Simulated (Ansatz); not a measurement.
In doubt: one-shot GW on d or f shells is unsure, so the values of those runs are not to be relied on.

G0W0 rungs for CsCu2I3 (Cmcm).

```yaml
crystal:
  lattice:
    - [5.27395, -6.58625, 0.00000]
    - [5.27395, 6.58625, 0.00000]
    - [0.00000, 0.00000, 6.09718]
  atoms:
    - { symbol: Cs, position: [0.32942, 0.67058, 0.25000] }
    - { symbol: Cs, position: [0.67058, 0.32942, 0.75000] }
    - { symbol: Cu, position: [0.87599, 0.87599, 0.00000] }
    - { symbol: Cu, position: [0.12401, 0.12401, 0.50000] }
    - { symbol: Cu, position: [0.12401, 0.12401, 0.00000] }
    - { symbol: Cu, position: [0.87599, 0.87599, 0.50000] }
    - { symbol: I, position: [0.87460, 0.12540, 0.25000] }
    - { symbol: I, position: [0.12540, 0.87460, 0.75000] }
    - { symbol: I, position: [0.84649, 0.62129, 0.25000] }
    - { symbol: I, position: [0.15351, 0.37871, 0.75000] }
    - { symbol: I, position: [0.62129, 0.84649, 0.75000] }
    - { symbol: I, position: [0.37871, 0.15351, 0.25000] }
```

Geometry: measured cell, ions relaxed with LDA. The runs that relaxed it are not among those shown. Spin-orbit coupling is left out unless a run names it.

Runs so far (Ansatz 0.2.0, start LDA, hard PAW files, 2×2×4 mesh). Times are wall times on 1 × NVIDIA GB200 with 16 threads of Arm Neoverse V2, shared host, good to a factor of about two.

| bands summed | cutoff (eV) | gap on the mesh (eV) | time |
| --- | --- | --- | --- |
| 786 | 80 | 3.116 | 24 s |
| 1691 | 140 | 3.000 | 67 s |

Q: What should the next rung give, with 3025 bands and screening to 210 eV, and where is the limit?

The error falls about as one over the bands when the cutoff rises with them. A line through the two highest rungs given predicts 2.956 eV; the run gave 2.971 eV, close to it. The two highest rungs put the limit near 2.934 eV, the pair below near 2.899 eV; their difference is a rough measure of what is unsettled in bands and cutoff; the mesh is a separate error.

Gaps are over the mesh's points; an edge off the mesh would be missed. Limits: not at the basis limit; d shell near the gap, gap tends to lie low; no spin-orbit coupling; coarse k mesh.

[Paths, hosts, dates, memory and timing lines, banners, echoed tables and standing remarks are left out of the program output.]

[Logs are printed without paths, hosts, clocks, repeated set-up lines and the standing remarks that a program may print on its own settings, such as how far it seeks lower states.]

[Runs of the session that timed out or met a known fault of the program may be left out.]

[Cells called generated may have been cut or substituted from an entry of the Crystallography Open Database or the Materials Project.]

[Hosts, paths, dates, database ids (printed as entryN), source tags and the programs' standing remarks are cut or masked in the printed files.]
